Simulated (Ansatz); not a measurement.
# What LaAs (model cell, started as CsCl type) distorts into, part 2 of 3

Wanted: the energy along a soft mode of LaAs (model cell, started as CsCl type) and the structure at the end.

Ansatz 0.2.0; DFT PBEsol, scalar-relativistic, plane waves, PAW.

So far, highest frequency on the path or at a solved wavevector (cm⁻¹): step 2 (phonons on a q mesh) 169. Also lowest frequency on the path (cm⁻¹): step 2 -70.8.

The structure was built from a prototype and need not be the compound's stable phase.

### 4. The mode frozen in, largest atomic shift 0.45 Å

The atoms are moved along the unstable eigenvector, the largest shift by 0.45 Å, with the cell fixed.

Contents of input.yaml:

```yaml
crystal:
  lattice:
    - [-3.6857417172, 0.0, 0.0]
    - [0.0, 0.0, -7.3714834344]
    - [0.0, -7.3714834344, -3.6857417172]
  atoms:
    - { symbol: La, position: [1.0, 0.0, 0.0] }
    - { symbol: La, position: [1.0, 0.5, 0.0] }
    - { symbol: La, position: [0.8779078854, 0.75, 0.5] }
    - { symbol: La, position: [1.1220921146, 0.25, 0.5] }
    - { symbol: As, position: [0.5, 0.625, 0.25] }
    - { symbol: As, position: [0.5, 0.125, 0.25] }
    - { symbol: As, position: [0.5, 0.375, 0.75] }
    - { symbol: As, position: [0.5, 0.875, 0.75] }
kpoints:
  mp_grid: { grid: [8, 6, 6] }
hamiltonian:
  xc: pbesol
scf:
  occupations: { method: methfessel_paxton, width: 0.15 }
output:
  forces: true
  stress: true
  eigenvalues: true
```

Run with:

```
> ansatz run input.yaml --threads 4 --pin off --max-ram 7168MiB --backend cpu --events-out ev --progress --plain --runs-dir out
```

Numbers of over 12 decimals in the logs are rounded to 6 here.

Output:

```text
[...]
Crystal: 8 atoms, lattice volume = 200.279 Å³
Basis set: ecut = 420 eV, 3885 PW (Γ), exchange–correlation on 50×100×120 points (8 copies of the dense FFT grid, shifted against one another)
Bands: 63, of which v1, the nominal top of the filled ones, is band 52 counted from 1 (51 counted from 0)
Symmetry: 8 space group operations
[...]
k-points: 65 of 288
[...]
k-point 0: bands = [... 48 lower, 11.8934, 11.9399, 12.3505, 12.5297, 12.7694, 12.7785, 12.9378, 13.2978, ... 7 higher]
  k-point 1: bands = [... 48 lower, 11.9493, 12.0971, 12.1641, 12.6362, 12.8105, 12.8175, 12.8605, 13.1244, ... 7 higher]
  k-point 2: bands = [... 48 lower, 11.9971, 12.0179, 12.3368, 12.3995, 12.7038, 12.7879, 13.0996, 13.1881, ... 7 higher]
  k-point 64: bands = [... 48 lower, 10.7989, 11.2877, 11.9315, 12.1649, 13.4902, 14.0335, 14.2083, 14.2098, ... 7 higher]
[key lines of the parts left out:]
SCF converged after 7 iterations
Free energy (F): -43907.129329 eV
Fermi energy:    12.559362 eV
P = ⅓ Tr σ = 1.2328 GPa (12.328 kbar)
```

Run time: 12 s. Hardware: 4 threads of Arm Neoverse V2, shared host; peak memory 0.99 GiB.

Numbers from this step:

* pressure: 1.233 GPa
* energy from the undistorted cell: -18.30 meV/atom

The energy, extrapolated to zero smearing, is -18.30 meV/atom against the undistorted cell.

The run ends at a pressure of 1.23 GPa, with forces up to 0.35 eV/Å.

### 5. Energy along the mode, all amplitudes (two of the runs are shown above)

An imaginary frequency means negative curvature, so the energy should fall and then rise again as anharmonic terms take over.

Numbers from this step:

* depth at the lowest point sampled: 18.30 meV/atom
* largest atomic shift at that point: 0.45 Å

Table of energy from the parent by largest atomic shift:

```csv
largest atomic shift (Å),energy from the parent (meV/atom)
0.000,0
0.040,-0.474
0.080,-1.83
0.140,-5.22
0.220,-11.1
0.320,-17.2
0.450,-18.3
0.600,-3.56
```

Displacement at unit largest shift by atom:

```csv
atom,x (Å),y (Å),z (Å),size
La1,0.00,0.00,0.00,0.00
La2,0.00,0.00,0.00,0.00
La3,1.00,0.00,0.00,1.00
La4,-1.00,0.00,0.00,1.00
As5,0.00,0.00,0.00,0.00
As6,0.00,0.00,0.00,0.00
As7,0.00,0.00,0.00,0.00
As8,0.00,0.00,0.00,0.00
```

The lowest of the steps tried is at 0.45 Å, 18.3 meV/atom below the parent; the bottom of the well need not coincide with a step.

### 6. Relaxing from the distorted cell

Starting from the lowest point found, all atoms and the cell are let go, so that strain and other modes of the same symmetry can join in.

Changes to input.yaml since step 4:

```diff
@@ -24 +24,6 @@
   eigenvalues: true
+relax:
+  adjacent_minimum: "off"
+  f_tol: 0.002
+  max_steps: 120
+  cell: { stress_tol: 0.03 }
```

Output:

```text
[...]
Crystal: 8 atoms, lattice volume = 200.279 Å³
Basis set: ecut = 420 eV, 3885 PW (Γ), exchange–correlation on 50×100×120 points (8 copies of the dense FFT grid, shifted against one another)
Bands: 63, of which v1, the nominal top of the filled ones, is band 52 counted from 1 (51 counted from 0)
Symmetry: 8 space group operations
[...]
k-points: 65 of 288
[...]
SCF iter   1: F=—  HF=-43907.142832 eV  |F-HF|=—  |Δ(HF+E_count)|=         —  Δρ=5.02e-3  dr2=4.58e-2  ethr=1.77e-3  ⟨swp⟩=5.8  Hψ=15368  notcnv=0
[...]
SCF iter   7: F=-43907.129329 eV  HF=-43907.129329 eV  |F-HF|=4.30e-8  |Δ(HF+E_count)|=   7.91e-8  S|Δr|=    0.00e0  Δρ=4.76e-6  dr2=8.70e-8  ethr=9.62e-11  ⟨swp⟩=16.0  Hψ=22963  notcnv=0
SCF 1 converged in 7 iterations: F = -43907.129329 eV  dr2 = 8.70e-8
[...]
relax step   1: F+E_penalty+E_count = -43907.12932915 eV  Δ(F+E_penalty+E_count) = +0.000e0 eV  max|allowed force component| = 3.497e-1 eV/Å  Δτ_max = 0.0000 Å  P = +1.233 GPa  Ω = 200.279 Å³  (7 SCF iters, dr2 threshold 1.00e-7 eV, accepted)
Crystal: 8 atoms, lattice volume = 206.248 Å³
Basis set: ecut = 420 eV, 4033 PW (Γ), exchange–correlation on 50×100×120 points (8 copies of the dense FFT grid, shifted against one another)
[...]
SCF iter   7: F=-43907.100479 eV  HF=-43907.100479 eV  |F-HF|=2.38e-7  |Δ(HF+E_count)|=   4.48e-7  S|Δr|=    0.00e0  Δρ=7.58e-6  dr2=3.57e-7  ethr=7.69e-10  ⟨swp⟩=15.0  Hψ=26424  notcnv=0
SCF 2 converged in 7 iterations: F = -43907.100479 eV  dr2 = 3.57e-7
[...]
relax step   2: F+E_penalty+E_count = -43907.10047909 eV  Δ(F+E_penalty+E_count) = +2.885e-2 eV  max|allowed force component| = 5.049e-1 eV/Å  Δτ_max = 0.0980 Å  P = -0.962 GPa  Ω = 206.248 Å³  energy of the carried Pulay correction = -4.312e-4 eV  (7 SCF iters, dr2 threshold 8.00e-7 eV, rejected (line search))
Crystal: 8 atoms, lattice volume = 203.668 Å³
Basis set: ecut = 420 eV, 3965 PW (Γ), exchange–correlation on 50×100×120 points (8 copies of the dense FFT grid, shifted against one another)
[...]
SCF iter  10: F=-43907.175740 eV  HF=-43907.175740 eV  |F-HF|=7.28e-12  |Δ(HF+E_count)|=  2.18e-11  S|Δr|=    0.00e0  Δρ=4.64e-8  dr2=7.14e-12  ethr=1.00e-12  ⟨swp⟩=17.0  Hψ=28963  notcnv=0
SCF 3 converged in 10 iterations: F = -43907.175740 eV  dr2 = 7.14e-12
relax step   3: F+E_penalty+E_count = -43907.17574035 eV  Δ(F+E_penalty+E_count) = -4.641e-2 eV  max|allowed force component| = 4.557e-2 eV/Å  Δτ_max = 0.0401 Å  P = -0.108 GPa  Ω = 203.668 Å³  energy of the carried Pulay correction = -2.464e-4 eV  (10 SCF iters, accepted)
[...]
relax step   4: F+E_penalty+E_count = -43907.17654436 eV  Δ(F+E_penalty+E_count) = -8.040e-4 eV  max|allowed force component| = 8.808e-3 eV/Å  Δτ_max = 0.0234 Å  P = +0.018 GPa  Ω = 203.659 Å³  energy of the carried Pulay correction = -2.458e-4 eV  (6 SCF iters, dr2 threshold 1.30e-7 eV, accepted)
[...]
relax step   5: F+E_penalty+E_count = -43907.17673689 eV  Δ(F+E_penalty+E_count) = -1.925e-4 eV  max|allowed force component| = 9.908e-4 eV/Å  Δτ_max = 0.0045 Å  P = +0.007 GPa  Ω = 203.568 Å³  energy of the carried Pulay correction = -2.392e-4 eV  (6 SCF iters, dr2 threshold 1.06e-8 eV, accepted)
[...]
relax step   6: F+E_penalty+E_count = -43907.17674706 eV  Δ(F+E_penalty+E_count) = -1.017e-5 eV  max|allowed force component| = 3.128e-5 eV/Å  Δτ_max = 0.0002 Å  P = -0.002 GPa  Ω = 203.577 Å³  energy of the carried Pulay correction = -2.399e-4 eV  (6 SCF iters, dr2 threshold 2.44e-9 eV, accepted)
[...]
SCF iter   5: F=-43907.177015 eV  HF=-43907.177015 eV  |F-HF|=7.28e-12  |Δ(HF+E_count)|=  9.46e-11  S|Δr|=    0.00e0  Δρ=7.85e-8  dr2=7.78e-12  ethr=1.00e-12  ⟨swp⟩=6.8  Hψ=23288  notcnv=0
SCF 7 converged in 5 iterations: F = -43907.177015 eV  dr2 = 7.78e-12
relax step   7: F+E_penalty+E_count = -43907.17701493 eV  Δ(F+E_penalty+E_count) = -2.679e-4 eV  max|allowed force component| = 2.536e-5 eV/Å  Δτ_max = 0.0000 Å  P = -0.000 GPa  Ω = 203.577 Å³  stress off target by 4.47e-3 GPa  SCF on the basis re-selected at this cell (its energy is not comparable with the rows above)  (5 SCF iters)
basis re-selected at this cell: Δ(F+E_penalty+E_count) = -2.679e-4 eV, ΔP = +0.001 GPa vs the last step (what re-selecting the basis moved, of the pressure what is left beyond the Pulay correction that the steps carried, after the strain that the cell walked since its last selection, with what the two solves' SCF thresholds leave and, on support functions, any second-order correction that the steps lacked; it is no m [...]
SCF converged after 5 iterations
[...]
Free energy (F): -43907.177015 eV
[...]
Internal energy: -43907.178981 eV  (E = F + TS)
E sigma→0 (E₀):  -43907.177507 eV
Entropy (-TS):   0.001966 eV (0.246 meV/atom)
Fermi energy:    12.343986 eV
[...]
--- Forces (eV/Å), atoms counted from 1 ---
  atom   1  La    -0.00000000     0.00000000     0.00000000
  atom   2  La     0.00000000     0.00000000     0.00000000
  atom   3  La     0.00002536     0.00000000     0.00000000
  atom   4  La    -0.00002536    -0.00000000    -0.00000000
  atom   5  As     0.00000000    -0.00000165     0.00000000
  atom   6  As    -0.00000000    -0.00000165    -0.00000000
  atom   7  As     0.00000000     0.00000165    -0.00000000
  atom   8  As    -0.00000000     0.00000165     0.00000000
  max |Σ_I F_I| component: 1.73e-18 eV/Å
--- Stress (GPa, compression-positive) ---
       -0.002635       0.000000       0.000000
        0.000000       0.004466      -0.000000
        0.000000      -0.000000      -0.002300
  P = ⅓ Tr σ = -0.0002 GPa (-0.002 kbar)
--- Band table (eV; the first three rows and the last of 65) ---
  k-point 0: bands = [... 48 lower, 11.7348, 11.8361, 12.1599, 12.4489, 12.4558, 12.4925, 12.6775, 12.9769, ... 7 higher]
  k-point 1: bands = [... 48 lower, 11.7351, 12.0053, 12.0298, 12.3555, 12.5398, 12.6126, 12.6716, 12.8161, ... 7 higher]
  k-point 2: bands = [... 48 lower, 11.7946, 11.8886, 12.0873, 12.2521, 12.4828, 12.4964, 12.9352, 12.9356, ... 7 higher]
  k-point 64: bands = [... 48 lower, 10.5698, 11.0308, 11.6513, 11.8575, 13.2744, 13.7845, 13.9237, 13.9621, ... 7 higher]
--- Relaxed structure (6 steps of the walk, 5 accepted, 1 SCFs on fresh bases) ---
  F+E_penalty+E_count = -43907.17701493 eV   max|allowed force component| = 2.536e-5 eV/Å   (the final SCF, on the basis selected at the relaxed cell)
  cell:  # Å, volume = 203.5774 Å³
    - [-3.659123, 0.0, 0.0]
    - [0.0, 0.0, -7.448147]
    - [0.0, -7.469720, -3.724073]
  atoms:
    - { symbol: La, position: [1.0, 0, 0.0] }
    - { symbol: La, position: [1.0, 0.5, 0.0] }
    - { symbol: La, position: [0.869618, 0.75, 0.500000] }
    - { symbol: La, position: [1.130382, 0.25, 0.500000] }
    - { symbol: As, position: [0.5, 0.627748, 0.244504] }
    - { symbol: As, position: [0.5, 0.127748, 0.244504] }
    - { symbol: As, position: [0.5, 0.372252, 0.755496] }
    - { symbol: As, position: [0.5, 0.872252, 0.755496] }
```

The job ended after 1.9 min (4 threads; peak memory 1 GiB; 7.5 min of CPU time).

The steps of the relaxation:

```csv
step,energy less that of the first step (eV),largest force component (eV/Å),pressure (GPa),volume (Å³)
1,0.0000,0.3497,1.23,200.28
2,0.0289,0.5049,-0.96,206.25
3,-0.0464,0.0456,-0.11,203.67
4,-0.0472,0.0088,0.02,203.66
5,-0.0474,0.0010,0.01,203.57
6,-0.0474,0.0000,0.00,203.58
7*,-0.0477,0.0000,0.00,203.58
```

Relaxation steps marked * repeat the geometry before them on a plane-wave basis chosen anew for their cell, so energy and pressure can jump there. Relaxation step 2 was tried and not accepted.

The run keeps the 8 symmetry operations that it works with, so distortions that break them were not tested.

```csv
"conventional cell, symmetrised",before,after,change
a (Å),7.371,7.448,+1.0 %
b (Å),14.743,14.939,+1.3 %
c (Å),3.686,3.659,-0.7 %
volume (Å³/atom),25.03,25.45,+1.6 %
```

The atoms that moved most (Å, as changes of fractional coordinates times the final cell):

```csv
atom,dx,dy,dz,length
As8,0.000,-0.041,0.000,0.041
As7,0.000,-0.041,0.000,0.041
As6,0.000,0.041,0.000,0.041
As5,0.000,0.041,0.000,0.041
La3,0.030,0.000,0.000,0.030
La4,-0.030,0.000,0.000,0.030
```

Final coordinates:

```cif
data_structure
_symmetry_space_group_name_H-M 'P 1'
_symmetry_Int_Tables_number 1
_cell_length_a 3.6591
_cell_length_b 7.4481
_cell_length_c 8.3466
_cell_angle_alpha 63.501
_cell_angle_beta 90.000
_cell_angle_gamma 90.000
_cell_volume 203.58
loop_
_atom_site_label
_atom_site_type_symbol
_atom_site_fract_x
_atom_site_fract_y
_atom_site_fract_z
_atom_site_occupancy
La1 La 0.00000 0.00000 0.00000 1
La2 La 0.00000 0.50000 0.00000 1
La3 La 0.86962 0.75000 0.50000 1
La4 La 0.13038 0.25000 0.50000 1
As5 As 0.50000 0.62775 0.24450 1
As6 As 0.50000 0.12775 0.24450 1
As7 As 0.50000 0.37225 0.75550 1
As8 As 0.50000 0.87225 0.75550 1
```

Numbers from this step:

- pressure: -1.56e-4 GPa
- volume per atom: 25.45 Å³

The distorted start has space group Cmme; the relaxation ends in Cmme.

### 7. The new phase in its own primitive cell

The relaxed structure is symmetrised, reduced to its primitive cell and relaxed tightly, as its phonons need.

Contents of input.yaml:

```yaml
crystal:
  lattice:
    - [3.7240732624, -7.4697195895, 0.0]
    - [3.7240732624, 7.4697195895, 0.0]
    - [0.0, 0.0, 3.6591230746]
  atoms:
    - { symbol: La, position: [0.0, 0.0, 0.0] }
    - { symbol: La, position: [0.5, 0.5, 0.0] }
    - { symbol: La, position: [0.25, 0.75, 0.1303816848] }
    - { symbol: La, position: [0.75, 0.25, 0.8696183152] }
    - { symbol: As, position: [0.8722521046, 0.6277478954, 0.5] }
    - { symbol: As, position: [0.3722521046, 0.1277478954, 0.5] }
    - { symbol: As, position: [0.1277478954, 0.3722521046, 0.5] }
    - { symbol: As, position: [0.6277478954, 0.8722521046, 0.5] }
kpoints:
  mp_grid: { grid: [6, 6, 8] }
hamiltonian:
  xc: pbesol
scf:
  occupations: { method: methfessel_paxton, width: 0.15 }
output:
  forces: true
  stress: true
  eigenvalues: true
relax:
  adjacent_minimum: "off"
  f_tol: 0.001
  max_steps: 60
  cell: { stress_tol: 0.01 }
```

Output:

```text
[...]
Crystal: 8 atoms, lattice volume = 203.577 Å³
Basis set: ecut = 420 eV, 3965 PW (Γ), exchange–correlation on 120×120×50 points (8 copies of the dense FFT grid, shifted against one another)
Bands: 63, of which v1, the nominal top of the filled ones, is band 52 counted from 1 (51 counted from 0)
Symmetry: 8 space group operations
[...]
k-points: 65 of 288
[...]
- [0.0, 0.0, 3.6591230746]
  atoms:
    - { symbol: La, position: [0.0, 0.0, 0.0] }
    - { symbol: La, position: [0.500000, 0.500000, 0.0] }
    - { symbol: La, position: [0.250000, 0.750000, 0.130382] }
    - { symbol: La, position: [0.750000, 0.250000, 0.8696183152] }
    - { symbol: As, position: [0.872252, 0.627748, 0.5] }
    - { symbol: As, position: [0.372252, 0.127748, 0.5] }
    - { symbol: As, position: [0.127748, 0.372252, 0.5] }
    - { symbol: As, position: [0.627748, 0.872252, 0.5] }
[key lines of the parts left out:]
SCF converged after 7 iterations
Free energy (F): -43907.177015 eV
Fermi energy:    12.343986 eV
P = ⅓ Tr σ = -0.0002 GPa (-0.002 kbar)
```

Elapsed: 41 s, on 4 threads; peak memory 1.1 GiB; 2.7 min of CPU time.

Little changed from the start: no atom moved by 0.005 Å and no cell edge by 0.1 %.

The largest force component left is 0.025 meV/Å and the pressure is 0.000 GPa, within the tolerances set. The cell now holds 25.45 Å³/atom.

(Continued in part 3 of 3.)

[Logs are printed without paths, hosts, clocks, repeated set-up lines and the standing remarks that a program may print on its own settings, such as how far it seeks lower states.]

[Hosts, paths, dates, database ids (printed as entryN), source tags and the programs' standing remarks are cut or masked in the printed files.]
